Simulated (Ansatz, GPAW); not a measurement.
# InS3I (model structure): optical spectrum from first principles, part 3 of 3

Aim: the dielectric function of InS3I (model structure), and the optical constants that follow from it. The cell was made here by substitution or stacking, whether or not such a phase is known. It was built so: All O replaced by S and Tl replaced by In in the R3m structure of TlIO3. The cell is first relaxed with Ansatz.

GPAW 26.7.0; DFT, revPBE, plane-wave PAW (GPAW data sets), scalar-relativistic, RPA, optical limit.

So far. Step 3 (Ground state): There is a gap, 0.71 eV on this mesh (points off the mesh can give less), so no carriers' term is needed.

**5. Dielectric function, RPA (continued)**

The reflectivity at normal incidence has structure finer than the step of the table below, so its rows give means over 0.25 eV, whole bins alone (the curve runs from 0 to 10.7 eV). Peaks (eV: height): E ∥ x 1.144: 31.9, 4.654: 26.2, 6.177: 26.4, 9.153: 23.8; E ∥ z 1.110: 17.3, 5.565: 33.7, 8.578: 14.1.

Sum at mesh points, not converged in k. Reflectivity at normal incidence against photon energy; means over each step:

| photon energy (eV) | E ∥ x (%) | E ∥ z (%) |
| --- | --- | --- |
| 0.25 | 24.1 | 12.4 |
| 0.50 | 25.0 | 12.8 |
| 0.75 | 27.0 | 14.0 |
| 1.00 | 30.5 | 16.4 |
| 1.25 | 31.6 | 15.8 |
| 1.50 | 31.1 | 11.2 |
| 1.75 | 29.2 | 9.02 |
| 2.00 | 29.2 | 10.9 |
| 2.25 | 27.1 | 11.5 |
| 2.50 | 27.1 | 11.7 |
| 2.75 | 25.1 | 12.0 |
| 3.00 | 24.1 | 11.5 |
| 3.25 | 20.9 | 9.80 |
| 3.50 | 16.4 | 10.4 |
| 3.75 | 16.6 | 10.9 |
| 4.00 | 19.8 | 12.4 |
| 4.25 | 24.2 | 12.8 |
| 4.50 | 24.8 | 14.0 |
| 4.75 | 24.9 | 15.1 |
| 5.00 | 23.2 | 18.8 |
| 5.25 | 20.8 | 25.4 |
| 5.50 | 15.4 | 32.2 |
| 5.75 | 18.4 | 29.6 |
| 6.00 | 23.5 | 21.9 |
| 6.25 | 25.1 | 12.6 |
| 6.50 | 15.6 | 4.52 |
| 6.75 | 9.99 | 7.14 |
| 7.00 | 10.0 | 5.62 |
| 7.25 | 11.2 | 4.86 |
| 7.50 | 12.2 | 5.92 |
| 7.75 | 11.5 | 6.23 |
| 8.00 | 14.4 | 7.69 |
| 8.25 | 19.3 | 8.28 |
| 8.50 | 18.8 | 12.3 |
| 8.75 | 18.6 | 12.9 |
| 9.00 | 22.0 | 10.6 |
| 9.25 | 21.9 | 9.65 |
| 9.50 | 20.3 | 8.96 |
| 9.75 | 20.3 | 9.99 |
| 10.00 | 18.5 | 9.60 |
| 10.25 | 20.5 | 7.92 |
| 10.50 | 22.2 | 9.34 |

Sum at mesh points, not converged in k; values under the direct gap are tails of Lorentzian lines. Loss function −Im 1/ε at q → 0 against energy loss; read off at these points:

| energy loss (eV) | E ∥ x | E ∥ z |
| --- | --- | --- |
| 0.000 | 0 | 0 |
| 0.250 | 0.00140 | 0.00174 |
| 0.500 | 0.00313 | 0.00412 |
| 0.750 | 0.00615 | 0.00894 |
| 1.000 | 0.0178 | 0.0300 |
| 1.250 | 0.0429 | 0.0975 |
| 1.500 | 0.0620 | 0.136 |
| 1.750 | 0.0814 | 0.0746 |
| 2.000 | 0.0963 | 0.0635 |
| 2.250 | 0.119 | 0.0807 |
| 2.500 | 0.122 | 0.0929 |
| 2.750 | 0.164 | 0.0962 |
| 3.000 | 0.176 | 0.125 |
| 3.250 | 0.228 | 0.116 |
| 3.302 | 0.238 | 0.108 |
| 3.500 | 0.208 | 0.0965 |
| 3.750 | 0.172 | 0.0971 |
| 4.000 | 0.142 | 0.0989 |
| 4.250 | 0.152 | 0.105 |
| 4.500 | 0.185 | 0.110 |
| 4.750 | 0.235 | 0.102 |
| 5.000 | 0.256 | 0.105 |
| 5.250 | 0.325 | 0.123 |
| 5.367 | 0.359 | 0.141 |
| 5.500 | 0.331 | 0.171 |
| 5.750 | 0.243 | 0.309 |
| 6.000 | 0.272 | 0.516 |
| 6.250 | 0.376 | 0.789 |
| 6.282 | 0.401 | 0.820 |
| 6.500 | 0.613 | 0.419 |
| 6.750 | 0.455 | 0.388 |
| 7.000 | 0.390 | 0.423 |
| 7.250 | 0.342 | 0.297 |
| 7.500 | 0.351 | 0.288 |
| 7.750 | 0.326 | 0.263 |
| 8.000 | 0.270 | 0.251 |
| 8.250 | 0.295 | 0.250 |
| 8.500 | 0.368 | 0.237 |
| 8.750 | 0.366 | 0.370 |
| 9.000 | 0.365 | 0.398 |
| 9.250 | 0.469 | 0.432 |
| 9.500 | 0.483 | 0.414 |
| 9.750 | 0.541 | 0.405 |
| 10.000 | 0.553 | 0.483 |
| 10.096 | 0.544 | 0.489 |
| 10.250 | 0.530 | 0.450 |
| 10.500 | 0.586 | 0.416 |

Sum at mesh points, not converged in k; values under the direct gap are tails of Lorentzian lines. The Im ε, E ∥ x by photon energy; read off at these points:

| photon energy (eV) | without local fields | with local fields |
| --- | --- | --- |
| 0.000 | 0 | 0 |
| 0.250 | 0.150 | 0.102 |
| 0.500 | 0.373 | 0.253 |
| 0.750 | 0.908 | 0.606 |
| 1.000 | 3.91 | 2.56 |
| 1.250 | 9.10 | 5.87 |
| 1.500 | 10.9 | 7.18 |
| 1.750 | 8.97 | 6.72 |
| 2.000 | 8.72 | 6.95 |
| 2.250 | 7.63 | 6.04 |
| 2.500 | 8.09 | 6.15 |
| 2.547 | 8.20 | 6.24 |
| 2.750 | 6.59 | 5.05 |
| 3.000 | 6.10 | 4.84 |
| 3.250 | 4.87 | 3.87 |
| 3.500 | 4.49 | 3.14 |
| 3.750 | 4.47 | 3.14 |
| 4.000 | 5.91 | 3.87 |
| 4.068 | 6.10 | 4.32 |
| 4.250 | 5.63 | 5.13 |
| 4.290 | 5.50 | 5.28 |
| 4.500 | 5.64 | 4.81 |
| 4.750 | 4.37 | 4.16 |
| 5.000 | 3.76 | 3.78 |
| 5.250 | 3.68 | 3.03 |
| 5.500 | 3.65 | 2.54 |
| 5.750 | 4.46 | 3.41 |
| 6.000 | 4.44 | 3.61 |
| 6.250 | 3.20 | 2.63 |
| 6.500 | 3.19 | 1.59 |
| 6.750 | 3.80 | 1.65 |
| 7.000 | 3.82 | 1.77 |
| 7.250 | 4.35 | 2.02 |
| 7.323 | 4.54 | 2.13 |
| 7.500 | 4.42 | 2.17 |
| 7.750 | 4.42 | 2.11 |
| 8.000 | 4.42 | 2.63 |
| 8.250 | 3.83 | 3.18 |
| 8.500 | 3.40 | 2.62 |
| 8.750 | 2.91 | 2.62 |
| 9.000 | 2.04 | 2.74 |
| 9.250 | 1.67 | 2.13 |
| 9.500 | 1.72 | 2.07 |
| 9.750 | 1.37 | 1.84 |
| 10.000 | 1.30 | 1.81 |
| 10.250 | 1.25 | 1.88 |
| 10.500 | 1.21 | 1.68 |

From ε follow the optical constants at some laser and lamp lines:

| wavelength (nm) | n x | k x | R (%) x | 1/α x | n z | k z | R (%) z | 1/α z |
| --- | --- | --- | --- | --- | --- | --- | --- | --- |
| 1064 | 3.40 | 0.770 | 31.9 | 110 nm | 2.28 | 0.482 | 17.0 | 176 nm |
| 532 | 2.30 | 1.272 | 26.4 | 33 nm | 1.95 | 0.309 | 11.3 | 137 nm |
| 405 | 1.88 | 1.240 | 23.5 | 26 nm | 1.84 | 0.473 | 11.3 | 68 nm |
| 365 | 1.69 | 0.948 | 16.9 | 31 nm | 1.84 | 0.345 | 10.0 | 84 nm |
| 308 | 2.11 | 0.954 | 20.2 | 26 nm | 1.98 | 0.438 | 12.7 | 56 nm |
| 248 | 1.50 | 1.258 | 23.4 | 16 nm | 2.24 | 0.711 | 18.5 | 28 nm |
| 193 | 0.94 | 0.963 | 19.8 | 16 nm | 1.02 | 0.431 | 4.4 | 36 nm |

Below the direct gap, k and the depth come from the tails of the Lorentzian lines, not from transitions.

Rows near the edge hang on the gap, which this functional as a rule makes too small, and phonon-assisted absorption is left out.

**6. Outcome**

```yaml
electronic_dielectric_constant_eps_infinity_mean_over_x_y_and_z_by_symmetry_where_fewer_were_run_rpa: 7.06
```

What this shows: At this level (revPBE, RPA) InS3I has a mean ε∞ = 7.06 and n = 3.20 at 1550 nm (E ∥ x). The cell grew by 16.1 % in volume. On the mesh the gap is 0.71 eV and the least direct gap 0.73 eV. Local fields change the static value along x from 10.98 to 8.44 (-23 %). The static values by axis are 8.44 (x), 4.30 (z). Excitons and phonon-assisted transitions are missing; revPBE gaps are as a rule too small, which pulls the onset down and ε∞ up. Spin-orbit coupling is left out although heavy atoms are present. The curves end at 11 eV, about where the summed bands run out. The cell grew by 16 % in the relaxation, which can come from the guessed start or, where layers or molecules are weakly bound, from the missing dispersion term; a larger cell lowers ε. The sum runs over mesh points 0.19 Å⁻¹ apart with no interpolation, so peaks are partly noise of the mesh; over so small a direct gap single mesh points weigh heavily, so ε∞, n and their changes from run to run can be far off. Besides steps told in other documents, this task had 1 run with a known fault of program or setting; those not told in a step above aren't shown.

[Machine, clock and banner lines and Python warnings are left out of the logs.]

[Logs are printed without paths, hosts, clocks, repeated set-up lines and the standing remarks that a program may print on its own settings, such as how far it seeks lower states.]

[Hosts, paths, dates, database ids (printed as entryN), source tags and the programs' standing remarks are cut or masked in the printed files.]
